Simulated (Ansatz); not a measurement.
# Elastic response of glassy Ca3Al2Si3O12 (100 atoms), part 3 of 4

Aim: relax glassy Ca3Al2Si3O12 (100 atoms), then change its volume and shape to read moduli from the stress.

Ansatz 0.2.0; Kohn-Sham DFT, PBE, PAW (set soft_2), plane waves.

The cell: 10 Al, 15 Ca, 60 O and 15 Si. The quench rate of 20 K/ps far exceeds what a furnace or splat quench reaches. The starting topology of bonds comes from the classical model. Sampling is at Γ alone.

So far. Step 5 (Volume -3 %): The relaxation converged after 9 steps, 0.315 eV below its start, with a largest force component of 0.028 eV/Å. Step 5 (Volume -3 %): Volume -3 %: the energy stands 0.265 eV above that of the reference, at a pressure of 2.03 GPa.

**6. Volume +3 %**

The relaxed cell is scaled to another volume.

input.yaml reads:

```yaml
crystal:
  lattice:
    - [11.21633, 0.08106, -0.16126]
    - [0.08106, 11.2666, 0.08546]
    - [-0.16126, 0.08546, 11.03632]
  atoms:
    [... the 100 atom lines of step 4 ...]
kpoints:
  mp_grid: { grid: [1, 1, 1] }
hamiltonian:
  xc: pbe
scf:
  occupations: { method: fixed }
output:
  forces: true
  eigenvalues: true
  stress: true
relax:
  f_tol: 0.05
  max_steps: 70
```

On the command line:

```sh
ansatz run input.yaml --threads 4 --pin off --max-ram 8192MiB --backend cpu --events-out ev --progress --plain --runs-dir out
```

Numbers of over 12 decimals in the logs are rounded to 6 here.

The log of the run:

```text
[...]
Crystal: 100 atoms, lattice volume = 1394.209 Å³
Basis set: ecut = 420 eV, 27283 PW (Γ), exchange–correlation on 150×160×150 points (8 copies of the dense FFT grid, shifted against one another)
Bands: 400, of which v1, the nominal top of the filled ones, is band 300 counted from 1 (299 counted from 0)
Symmetry: 1 space group operations
[...]
k-points: 1
[...]
SCF iter   1: F=—  HF=-76352.522514 eV  |F-HF|=—  |Δ(HF+E_count)|=         —  Δρ=1.91e-3  dr2=7.32e-2  ethr=1.77e-3  ⟨swp⟩=6.0  Hψ=1683  notcnv=0  defer=98
[...]
SCF iter   5: F=—  HF=-76352.492537 eV  |F-HF|=—  |Δ(HF+E_count)|=   7.13e-5  Δρ=1.00e-4  dr2=1.33e-4  ethr=7.21e-8  ⟨swp⟩=3.0  Hψ=588  notcnv=0  defer=98
SCF iter   6: F=-76352.492561 eV  HF=-76352.492557 eV  |F-HF|=3.87e-6  |Δ(HF+E_count)|=   1.99e-5  Δρ=3.12e-5  dr2=1.29e-5  ethr=1.04e-8  ⟨swp⟩=16.0  Hψ=2817  notcnv=0
SCF 1 converged in 6 iterations: F = -76352.492561 eV  dr2 = 1.29e-5
[...]
relax step   1: F+E_penalty+E_count = -76352.49256053 eV  Δ(F+E_penalty+E_count) = +0.000e0 eV  max|allowed force component| = 4.478e-1 eV/Å  Δτ_max = 0.0000 Å  (6 SCF iters, dr2 threshold 6.25e-5 eV, accepted)
[...]
relax step   2: F+E_penalty+E_count = -76352.64924817 eV  Δ(F+E_penalty+E_count) = -1.567e-1 eV  max|allowed force component| = 2.929e-1 eV/Å  Δτ_max = 0.0464 Å  (6 SCF iters, dr2 threshold 1.25e-5 eV, accepted)
[...]
relax step   3: F+E_penalty+E_count = -76352.72967226 eV  Δ(F+E_penalty+E_count) = -8.042e-2 eV  max|allowed force component| = 1.275e-1 eV/Å  Δτ_max = 0.0383 Å  (7 SCF iters, dr2 threshold 5.36e-6 eV, accepted)
relax step   4: F+E_penalty+E_count = -76352.63162506 eV  Δ(F+E_penalty+E_count) = +9.805e-2 eV  max|allowed force component| = 6.081e-1 eV/Å  Δτ_max = 0.2000 Å  (9 SCF iters, dr2 threshold 3.08e-6 eV, rejected (line search))
relax step   5: F+E_penalty+E_count = -76352.76778561 eV  Δ(F+E_penalty+E_count) = -3.811e-2 eV  max|allowed force component| = 1.037e-1 eV/Å  Δτ_max = 0.0969 Å  (10 SCF iters, accepted)
relax step   6: F+E_penalty+E_count = -76352.77867324 eV  Δ(F+E_penalty+E_count) = -1.089e-2 eV  max|allowed force component| = 1.202e-1 eV/Å  Δτ_max = 0.1000 Å  (9 SCF iters, accepted)
relax step   7: F+E_penalty+E_count = -76352.78680651 eV  Δ(F+E_penalty+E_count) = -8.133e-3 eV  max|allowed force component| = 7.428e-2 eV/Å  Δτ_max = 0.0381 Å  (6 SCF iters, dr2 threshold 9.54e-6 eV, accepted)
relax step   8: F+E_penalty+E_count = -76352.74831990 eV  Δ(F+E_penalty+E_count) = +3.849e-2 eV  max|allowed force component| = 2.935e-1 eV/Å  Δτ_max = 0.2000 Å  (10 SCF iters, rejected (line search))
relax step   9: F+E_penalty+E_count = -76352.79296458 eV  Δ(F+E_penalty+E_count) = -6.158e-3 eV  max|allowed force component| = 5.587e-2 eV/Å  Δτ_max = 0.0556 Å  (9 SCF iters, accepted)
[...]
relax step  10: F+E_penalty+E_count = -76352.79501342 eV  Δ(F+E_penalty+E_count) = -2.049e-3 eV  max|allowed force component| = 3.633e-2 eV/Å  Δτ_max = 0.0319 Å  (9 SCF iters, accepted)
SCF converged after 9 iterations
Free energy (F): -76352.795013 eV
[...]
Internal energy: -76352.795013 eV  (E = F + TS)
E sigma→0 (E₀):  -76352.795013 eV
Fermi energy:    4.458697 eV
[...]
Σ components = -76352.795013   (vs F -76352.795013, Δ=0.00e0)
--- Forces (eV/Å), atoms counted from 1 ---
  atom   1  Al     0.00149223    -0.00289663    -0.00333556
  atom   2  Al     0.00719970    -0.01178350     0.01273418
  atom   3  Al    -0.00355735    -0.01398038     0.01229870
  atom   4  Al    -0.01110505    -0.01014517     0.01774013
[...]
atom 100  Si    -0.00301916    -0.02514573     0.02459450
  max |Σ_I F_I| component: 1.14e-4 eV/Å
--- Stress (GPa, compression-positive) ---
       -1.638959      -0.087957       0.048755
       -0.087954      -1.143755      -0.120884
        0.048754      -0.120881      -1.844898
  P = ⅓ Tr σ = -1.5425 GPa (-15.425 kbar)
--- Band table (eV) ---
[...]
--- Relaxed structure (10 steps of the walk, 8 accepted, 0 SCFs on fresh bases) ---
  F+E_penalty+E_count = -76352.79501342 eV   max|allowed force component| = 3.633e-2 eV/Å
  atoms:
    - { symbol: Al, position: [0.871718, 0.041777, 0.053035] }
    - { symbol: Al, position: [0.030703, 0.278894, 0.753811] }
    - { symbol: Al, position: [0.543524, 0.081520, 0.558150] }
    - { symbol: Al, position: [0.918904, 0.703110, 0.201582] }
[...]
- { symbol: Si, position: [0.621896, 0.725267, 0.136268] }
```

Wall time 2.5 min (4 threads of Arm Neoverse V2, shared host); peak memory 1.9 GiB; 9.8 min of CPU time.

The relaxation converged after 10 steps, 0.302 eV below its start, with a largest force component of 0.036 eV/Å.

Volume +3 %: the energy stands 0.202 eV above that of the reference, at a pressure of -1.54 GPa.

**7. Volume -6 %**

The relaxed cell is scaled to another volume.

Input and log are left out; they have the form of those shown for this kind of step.

The job ended after 2.3 min (4 threads of Arm Neoverse V2, shared host; peak memory 1.7 GiB; 8.6 min of CPU time).

The relaxation converged after 9 steps, 1.34 eV below its start, with a largest force component of 0.037 eV/Å.

Volume -6 %: the energy stands 1.06 eV above that of the reference, at a pressure of 4.36 GPa.

**8. Volume +6 %**

The relaxed cell is scaled to another volume.

Input and log are left out; they have the form of those shown for this kind of step.

It took 3.6 min on 4 threads of Arm Neoverse V2, shared host; peak memory 1.9 GiB.

The relaxation converged after 14 steps, 1.29 eV below its start, with a largest force component of 0.013 eV/Å.

Volume +6 %: the energy stands 0.657 eV above that of the reference, at a pressure of -2.52 GPa.

**9. Volume -10 %**

The relaxed cell is scaled to another volume.

input.yaml, the sections that differ from step 6:

```yaml
crystal:
  lattice:
    - [10.72307, 0.0775, -0.15417]
    - [0.0775, 10.77113, 0.0817]
    - [-0.15417, 0.0817, 10.55097]
  atoms:
    [... the 100 atom lines of step 4 ...]
# kpoints, hamiltonian, scf, output, relax: as in step 6
```

The log of the run:

```text
[...]
Crystal: 100 atoms, lattice volume = 1218.240 Å³
Basis set: ecut = 420 eV, 23781 PW (Γ), exchange–correlation on 144×144×144 points (8 copies of the dense FFT grid, shifted against one another)
Bands: 400, of which v1, the nominal top of the filled ones, is band 300 counted from 1 (299 counted from 0)
Symmetry: 1 space group operations
[...]
k-points: 1
[...]
SCF iter   1: F=—  HF=-76345.834337 eV  |F-HF|=—  |Δ(HF+E_count)|=         —  Δρ=2.36e-3  dr2=8.96e-2  ethr=1.77e-3  ⟨swp⟩=5.0  Hψ=1441  notcnv=0  defer=98
[...]
SCF iter   5: F=—  HF=-76345.834269 eV  |F-HF|=—  |Δ(HF+E_count)|=   4.42e-5  Δρ=1.13e-4  dr2=1.51e-4  ethr=9.16e-8  ⟨swp⟩=2.0  Hψ=571  notcnv=0  defer=98
SCF iter   6: F=-76345.834292 eV  HF=-76345.834287 eV  |F-HF|=4.48e-6  |Δ(HF+E_count)|=   1.82e-5  Δρ=3.89e-5  dr2=1.83e-5  ethr=1.04e-8  ⟨swp⟩=16.0  Hψ=2954  notcnv=0
SCF 1 converged in 6 iterations: F = -76345.834292 eV  dr2 = 1.83e-5
[...]
relax step   1: F+E_penalty+E_count = -76345.83429166 eV  Δ(F+E_penalty+E_count) = +0.000e0 eV  max|allowed force component| = 1.909e0 eV/Å  Δτ_max = 0.0000 Å  (6 SCF iters, dr2 threshold 6.25e-5 eV, accepted)
[...]
relax step   2: F+E_penalty+E_count = -76347.93204861 eV  Δ(F+E_penalty+E_count) = -2.098e0 eV  max|allowed force component| = 9.927e-1 eV/Å  Δτ_max = 0.1227 Å  (6 SCF iters, dr2 threshold 1.00e-4 eV, accepted)
[...]
relax step   3: F+E_penalty+E_count = -76349.11348784 eV  Δ(F+E_penalty+E_count) = -1.181e0 eV  max|allowed force component| = 4.272e-1 eV/Å  Δτ_max = 0.1421 Å  (7 SCF iters, dr2 threshold 6.16e-5 eV, accepted)
relax step   4: F+E_penalty+E_count = -76349.56574668 eV  Δ(F+E_penalty+E_count) = -4.523e-1 eV  max|allowed force component| = 5.219e-1 eV/Å  Δτ_max = 0.2000 Å  (7 SCF iters, dr2 threshold 3.38e-5 eV, accepted)
relax step   5: F+E_penalty+E_count = -76349.68990298 eV  Δ(F+E_penalty+E_count) = -1.242e-1 eV  max|allowed force component| = 3.090e-1 eV/Å  Δτ_max = 0.0831 Å  (7 SCF iters, dr2 threshold 5.04e-5 eV, accepted)
relax step   6: F+E_penalty+E_count = -76349.79887154 eV  Δ(F+E_penalty+E_count) = -1.090e-1 eV  max|allowed force component| = 2.799e-1 eV/Å  Δτ_max = 0.2000 Å  (7 SCF iters, dr2 threshold 3.35e-5 eV, accepted)
relax step   7: F+E_penalty+E_count = -76349.76431688 eV  Δ(F+E_penalty+E_count) = +3.455e-2 eV  max|allowed force component| = 5.268e-1 eV/Å  Δτ_max = 0.2000 Å  (7 SCF iters, dr2 threshold 2.75e-5 eV, rejected (line search))
relax step   8: F+E_penalty+E_count = -76349.87881181 eV  Δ(F+E_penalty+E_count) = -7.994e-2 eV  max|allowed force component| = 6.618e-2 eV/Å  Δτ_max = 0.1000 Å  (9 SCF iters, accepted)
[...]
relax step   9: F+E_penalty+E_count = -76349.88861405 eV  Δ(F+E_penalty+E_count) = -9.802e-3 eV  max|allowed force component| = 4.757e-2 eV/Å  Δτ_max = 0.0867 Å  (9 SCF iters, accepted)
SCF converged after 9 iterations
Free energy (F): -76349.888614 eV
[...]
Internal energy: -76349.888614 eV  (E = F + TS)
E sigma→0 (E₀):  -76349.888614 eV
Fermi energy:    5.977389 eV
[...]
Σ components = -76349.888614   (vs F -76349.888614, Δ=0.00e0)
--- Forces (eV/Å), atoms counted from 1 ---
  atom   1  Al    -0.00057632    -0.01411847     0.00974503
  atom   2  Al    -0.01245022    -0.00445661    -0.00842802
  atom   3  Al     0.01095430     0.00218463    -0.01472568
  atom   4  Al     0.00065582     0.00446284     0.00914679
[...]
atom 100  Si     0.01216477     0.00147927    -0.00340919
  max |Σ_I F_I| component: 4.89e-5 eV/Å
--- Stress (GPa, compression-positive) ---
        7.641833       0.115057      -0.576067
        0.115052       7.084492       0.840607
       -0.576065       0.840609       8.913961
  P = ⅓ Tr σ = 7.8801 GPa (78.801 kbar)
--- Band table (eV) ---
[...]
--- Relaxed structure (9 steps of the walk, 8 accepted, 0 SCFs on fresh bases) ---
  F+E_penalty+E_count = -76349.88861405 eV   max|allowed force component| = 4.757e-2 eV/Å
  atoms:
    - { symbol: Al, position: [0.863530, 0.033800, 0.054316] }
    - { symbol: Al, position: [0.032016, 0.316202, 0.755740] }
    - { symbol: Al, position: [0.545298, 0.071080, 0.563215] }
    - { symbol: Al, position: [0.929493, 0.713178, 0.208856] }
[...]
- { symbol: Si, position: [0.636970, 0.726994, 0.134202] }
```

Wall time 2.1 min (4 threads); peak memory 1.6 GiB.

The relaxation converged after 9 steps, 4.05 eV below its start, with a largest force component of 0.048 eV/Å.

Volume -10 %: the energy stands 3.11 eV above that of the reference, at a pressure of 7.88 GPa.

**10. Stretched by 1 % along x**

The relaxed cell is strained along x alone, which gives the stiffness along x and its coupling to y and z.

input.yaml, the sections that differ from step 9:

```yaml
crystal:
  lattice:
    - [11.21742, 0.08027, -0.15968]
    - [0.08107, 11.15614, 0.08462]
    - [-0.16128, 0.08462, 10.92811]
  atoms:
    [... the 100 atom lines of step 4 ...]
# kpoints, hamiltonian, scf, output, relax: as in step 9
```

The log of the run:

```text
[...]
Crystal: 100 atoms, lattice volume = 1367.137 Å³
Basis set: ecut = 420 eV, 26749 PW (Γ), exchange–correlation on 150×150×150 points (8 copies of the dense FFT grid, shifted against one another)
Bands: 400, of which v1, the nominal top of the filled ones, is band 300 counted from 1 (299 counted from 0)
Symmetry: 1 space group operations
[...]
k-points: 1
[...]
SCF iter   1: F=—  HF=-76352.883663 eV  |F-HF|=—  |Δ(HF+E_count)|=         —  Δρ=2.02e-3  dr2=7.85e-2  ethr=1.77e-3  ⟨swp⟩=5.0  Hψ=1443  notcnv=0  defer=98
[...]
SCF iter   6: F=-76352.880237 eV  HF=-76352.880232 eV  |F-HF|=5.80e-6  |Δ(HF+E_count)|=   1.92e-5  Δρ=3.85e-5  dr2=2.12e-5  ethr=1.04e-8  ⟨swp⟩=16.0  Hψ=2872  notcnv=0
SCF 1 converged in 6 iterations: F = -76352.880237 eV  dr2 = 2.12e-5
[...]
relax step   1: F+E_penalty+E_count = -76352.88023749 eV  Δ(F+E_penalty+E_count) = +0.000e0 eV  max|allowed force component| = 4.344e-1 eV/Å  Δτ_max = 0.0000 Å  (6 SCF iters, dr2 threshold 6.25e-5 eV, accepted)
[...]
relax step   2: F+E_penalty+E_count = -76352.91741135 eV  Δ(F+E_penalty+E_count) = -3.717e-2 eV  max|allowed force component| = 2.449e-1 eV/Å  Δτ_max = 0.0209 Å  (5 SCF iters, dr2 threshold 1.18e-5 eV, accepted)
[...]
relax step   3: F+E_penalty+E_count = -76352.93665151 eV  Δ(F+E_penalty+E_count) = -1.924e-2 eV  max|allowed force component| = 7.363e-2 eV/Å  Δτ_max = 0.0217 Å  (6 SCF iters, dr2 threshold 3.75e-6 eV, accepted)
relax step   4: F+E_penalty+E_count = -76352.90166262 eV  Δ(F+E_penalty+E_count) = +3.499e-2 eV  max|allowed force component| = 2.785e-1 eV/Å  Δτ_max = 0.1207 Å  (9 SCF iters, rejected (line search))
relax step   5: F+E_penalty+E_count = -76352.94295926 eV  Δ(F+E_penalty+E_count) = -6.308e-3 eV  max|allowed force component| = 5.859e-2 eV/Å  Δτ_max = 0.0377 Å  (9 SCF iters, accepted)
relax step   6: F+E_penalty+E_count = -76352.94099830 eV  Δ(F+E_penalty+E_count) = +1.961e-3 eV  max|allowed force component| = 6.557e-2 eV/Å  Δτ_max = 0.1000 Å  (9 SCF iters, rejected (line search))
[...]
relax step   7: F+E_penalty+E_count = -76352.94648871 eV  Δ(F+E_penalty+E_count) = -3.529e-3 eV  max|allowed force component| = 2.538e-2 eV/Å  Δτ_max = 0.0396 Å  (9 SCF iters, accepted)
SCF converged after 9 iterations
Free energy (F): -76352.946489 eV
[...]
Internal energy: -76352.946489 eV  (E = F + TS)
E sigma→0 (E₀):  -76352.946489 eV
Fermi energy:    4.639463 eV
[...]
--- Forces (eV/Å), atoms counted from 1 ---
  atom   1  Al    -0.00669522     0.00257039    -0.00066409
  atom   2  Al    -0.00839396    -0.00881710     0.01167826
  atom   3  Al     0.00331819    -0.00622335     0.00188119
  atom   4  Al    -0.01351346    -0.00184724    -0.00057314
  atom   5  Al     0.00116384     0.00304809     0.00778778
  atom   6  Al    -0.01849050     0.00124805     0.00080062
  atom   7  Al     0.00219938     0.00379906    -0.00540561
  atom   8  Al    -0.00231641    -0.01075573    -0.00365520
  atom   9  Al     0.00366419    -0.00266182     0.00322251
  atom  10  Al    -0.00280127     0.00734366    -0.00250523
  atom  11  Ca     0.00662744     0.00326101     0.00595538
  atom  12  Ca     0.00337652     0.00209329    -0.02065922
  atom  13  Ca     0.00574981    -0.00028338    -0.00677515
  atom  14  Ca    -0.00074255    -0.00503535    -0.00665783
[...]
atom  99  Si    -0.00162574    -0.00696170    -0.01215439
  atom 100  Si     0.01118533    -0.00620457     0.00797882
  max |Σ_I F_I| component: 9.28e-5 eV/Å
--- Stress (GPa, compression-positive) ---
       -1.220254      -0.009963       0.038022
       -0.009961      -0.212336      -0.068500
        0.038020      -0.068497      -0.342521
  P = ⅓ Tr σ = -0.5917 GPa (-5.917 kbar)
--- Band table (eV) ---
[...]
--- Relaxed structure (7 steps of the walk, 5 accepted, 0 SCFs on fresh bases) ---
  F+E_penalty+E_count = -76352.94648871 eV   max|allowed force component| = 2.538e-2 eV/Å
  atoms:
    - { symbol: Al, position: [0.869988, 0.039418, 0.053488] }
    - { symbol: Al, position: [0.030649, 0.287792, 0.751316] }
    - { symbol: Al, position: [0.543744, 0.079639, 0.558686] }
    - { symbol: Al, position: [0.922084, 0.704884, 0.203550] }
[...]
- { symbol: Si, position: [0.625172, 0.726095, 0.138700] }
```

It took 1.7 min on 4 threads; peak memory 1.8 GiB; 6.7 min of CPU time.

The relaxation converged after 7 steps, 0.0663 eV below its start, with a largest force component of 0.025 eV/Å.

Stretched by 1 % along x: the energy stands 0.0510 eV above that of the reference, at a pressure of -0.592 GPa.

**11. Compressed by 1 % along x**

The relaxed cell is strained along x alone, which gives the stiffness along x and its coupling to y and z.

input.yaml, the sections that differ from step 10:

```yaml
crystal:
  lattice:
    - [10.9953, 0.08027, -0.15968]
    - [0.07947, 11.15614, 0.08462]
    - [-0.15808, 0.08462, 10.92811]
  atoms:
    [... the 100 atom lines of step 4 ...]
# kpoints, hamiltonian, scf, output, relax: as in step 10
```

The log of the run:

```text
[...]
Crystal: 100 atoms, lattice volume = 1340.066 Å³
Basis set: ecut = 420 eV, 26231 PW (Γ), exchange–correlation on 150×150×150 points (8 copies of the dense FFT grid, shifted against one another)
Bands: 400, of which v1, the nominal top of the filled ones, is band 300 counted from 1 (299 counted from 0)
Symmetry: 1 space group operations
[...]
k-points: 1
[...]
SCF iter   1: F=—  HF=-76352.878442 eV  |F-HF|=—  |Δ(HF+E_count)|=         —  Δρ=2.07e-3  dr2=8.03e-2  ethr=1.77e-3  ⟨swp⟩=5.0  Hψ=1439  notcnv=0  defer=98
[...]
SCF iter   6: F=-76352.872882 eV  HF=-76352.872876 eV  |F-HF|=5.70e-6  |Δ(HF+E_count)|=   1.89e-5  Δρ=3.80e-5  dr2=2.03e-5  ethr=1.04e-8  ⟨swp⟩=16.0  Hψ=2849  notcnv=0
SCF 1 converged in 6 iterations: F = -76352.872882 eV  dr2 = 2.03e-5
[...]
relax step   1: F+E_penalty+E_count = -76352.87288197 eV  Δ(F+E_penalty+E_count) = +0.000e0 eV  max|allowed force component| = 4.785e-1 eV/Å  Δτ_max = 0.0000 Å  (6 SCF iters, dr2 threshold 6.25e-5 eV, accepted)
[...]
relax step   2: F+E_penalty+E_count = -76352.91283644 eV  Δ(F+E_penalty+E_count) = -3.995e-2 eV  max|allowed force component| = 2.543e-1 eV/Å  Δτ_max = 0.0213 Å  (5 SCF iters, dr2 threshold 1.43e-5 eV, accepted)
[...]
relax step   3: F+E_penalty+E_count = -76352.93340405 eV  Δ(F+E_penalty+E_count) = -2.057e-2 eV  max|allowed force component| = 7.415e-2 eV/Å  Δτ_max = 0.0224 Å  (6 SCF iters, dr2 threshold 4.04e-6 eV, accepted)
relax step   4: F+E_penalty+E_count = -76352.92579578 eV  Δ(F+E_penalty+E_count) = +7.608e-3 eV  max|allowed force component| = 1.415e-1 eV/Å  Δτ_max = 0.0545 Å  (9 SCF iters, rejected (line search))
relax step   5: F+E_penalty+E_count = -76352.93710561 eV  Δ(F+E_penalty+E_count) = -3.702e-3 eV  max|allowed force component| = 5.724e-2 eV/Å  Δτ_max = 0.0202 Å  (9 SCF iters, accepted)
relax step   6: F+E_penalty+E_count = -76352.93406768 eV  Δ(F+E_penalty+E_count) = +3.038e-3 eV  max|allowed force component| = 7.523e-2 eV/Å  Δτ_max = 0.1000 Å  (9 SCF iters, rejected (line search))
[...]
relax step   7: F+E_penalty+E_count = -76352.94132834 eV  Δ(F+E_penalty+E_count) = -4.223e-3 eV  max|allowed force component| = 2.367e-2 eV/Å  Δτ_max = 0.0226 Å  (9 SCF iters, accepted)
SCF converged after 9 iterations
Free energy (F): -76352.941328 eV
[...]
Internal energy: -76352.941328 eV  (E = F + TS)
E sigma→0 (E₀):  -76352.941328 eV
Fermi energy:    4.798308 eV
[...]
--- Forces (eV/Å), atoms counted from 1 ---
  atom   1  Al    -0.00070334     0.00604191     0.00832194
  atom   2  Al     0.00171392    -0.00476650    -0.00457507
  atom   3  Al     0.00226531     0.00218773     0.00615435
  atom   4  Al     0.00601211     0.00758038     0.01820510
  atom   5  Al     0.00587449     0.00050688    -0.01342769
  atom   6  Al    -0.00533494     0.00338541     0.00003541
  atom   7  Al    -0.00797073    -0.00064027    -0.01161881
  atom   8  Al    -0.00759048     0.00563145    -0.01146859
  atom   9  Al    -0.00507666     0.00055881    -0.00405111
  atom  10  Al    -0.00775039     0.00208846    -0.00646780
  atom  11  Ca     0.00921569     0.00170708     0.00068848
  atom  12  Ca    -0.00535772    -0.00016802     0.01449774
  atom  13  Ca     0.01358966     0.00350630     0.00106332
  atom  14  Ca    -0.00177344    -0.00791449     0.00706011
[...]
atom  99  Si     0.01375069    -0.00280258     0.00062964
  atom 100  Si    -0.00879781    -0.00226832     0.00704757
  max |Σ_I F_I| component: 1.27e-4 eV/Å
--- Stress (GPa, compression-positive) ---
        1.287318       0.025102      -0.089442
        0.025102       0.405496       0.068813
       -0.089443       0.068815       0.399083
  P = ⅓ Tr σ = 0.6973 GPa (6.973 kbar)
--- Band table (eV) ---
[...]
--- Relaxed structure (7 steps of the walk, 5 accepted, 0 SCFs on fresh bases) ---
  F+E_penalty+E_count = -76352.94132834 eV   max|allowed force component| = 2.367e-2 eV/Å
  atoms:
    - { symbol: Al, position: [0.870140, 0.037895, 0.053742] }
    - { symbol: Al, position: [0.032750, 0.289807, 0.750206] }
    - { symbol: Al, position: [0.544677, 0.079082, 0.559307] }
    - { symbol: Al, position: [0.923622, 0.707084, 0.204240] }
[...]
- { symbol: Si, position: [0.627072, 0.726869, 0.136967] }
```

It took 1.7 min on 4 threads; peak memory 1.8 GiB.

The relaxation converged after 7 steps, 0.0684 eV below its start, with a largest force component of 0.024 eV/Å.

Compressed by 1 % along x: the energy stands 0.0562 eV above that of the reference, at a pressure of 0.697 GPa.

[end of part 3 of 4]

[Logs are printed without paths, hosts, clocks, repeated set-up lines and the standing remarks that a program may print on its own settings, such as how far it seeks lower states.]

[Hosts, paths, dates, database ids (printed as entryN), source tags and the programs' standing remarks are cut or masked in the printed files.]
